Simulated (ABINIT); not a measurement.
An input for ABINIT 10.8.3 (BaTe (Fm-3m)):

```
acell 3*1.0 Angstrom
rprim 
  -0.000000000000 3.493000000000 3.493000000000
  3.493000000000 -0.000000000000 3.493000000000
  3.493000000000 3.493000000000 -0.000000000000
ntypat 2
znucl 56 52
natom 2
typat 1 2
xred 
  0.000000000000 0.000000000000 0.000000000000
  0.500000000000 0.500000000000 0.500000000000
pp_dirpath "pseudos"
pseudos "Ba.upf, Te.upf"
ecut 39
nspinor 2
iscf -2
irdden 1
kptopt 0
nkpt 26
kpt 
  0.00000000 0.00000000 0.00000000
  0.12500000 0.00000000 0.12500000
  0.25000000 0.00000000 0.25000000
  0.37500000 0.00000000 0.37500000
  0.50000000 0.00000000 0.50000000
  0.53125000 0.06250000 0.53125000
  0.56250000 0.12500000 0.56250000
  0.59375000 0.18750000 0.59375000
  0.62500000 0.25000000 0.62500000
  0.37500000 0.37500000 0.75000000
  0.28125000 0.28125000 0.56250000
  0.18750000 0.18750000 0.37500000
  0.09375000 0.09375000 0.18750000
  0.00000000 0.00000000 0.00000000
  0.12500000 0.12500000 0.12500000
  0.25000000 0.25000000 0.25000000
  0.37500000 0.37500000 0.37500000
  0.50000000 0.50000000 0.50000000
  0.50000000 0.43750000 0.56250000
  0.50000000 0.37500000 0.62500000
  0.50000000 0.31250000 0.68750000
  0.50000000 0.25000000 0.75000000
  0.50000000 0.18750000 0.68750000
  0.50000000 0.12500000 0.62500000
  0.50000000 0.06250000 0.56250000
  0.50000000 0.00000000 0.50000000
istwfk *1
nband 50
nbdbuf 6
tolwfr 1e-08
nstep 40
prtwf 0
prtvol 0
indata_prefix "in"
outdata_prefix "out"
tmpdata_prefix "tmp"
```

The database entry behind the starting cell differs from later determinations by our own check (about 0.2 % short), so it need not match the best structure at ambient conditions.

```sh
OMP_NUM_THREADS=1 mpirun -n 4 abinit run.abi > log
```

Q: How long will it take on 4 MPI ranks of Intel Xeon Platinum 8375C at 2.90GHz (Ice Lake), shared host, and how much memory?

It took 2 min; on shared hardware allow 59 s to 4 min. Peak host memory was 0.64 GiB.

[Paths, hosts, dates, memory and timing lines, banners, echoed tables and standing remarks are left out of the program output.]

[Logs are printed without paths, hosts, clocks, repeated set-up lines and the standing remarks that a program may print on its own settings, such as how far it seeks lower states.]

[Runs of the session that timed out or met a known fault of the program may be left out.]

[No measured gap is set beside runs whose start may be inverted or whose files or cutoffs have a known fault.]

[Hosts, paths, dates, database ids (printed as entryN), source tags and the programs' standing remarks are cut or masked in the printed files.]

[G0W0 gaps are taken among the corrected bands and points alone; a level outside them can change the order at an edge.]

[Where Ansatz stands beside ABINIT at settings called matched, ABINIT's density can come from a denser mesh and the files from another edition; pairs whose starting gaps differed by over 0.03 eV were left out, so agreement reads better than it is.]
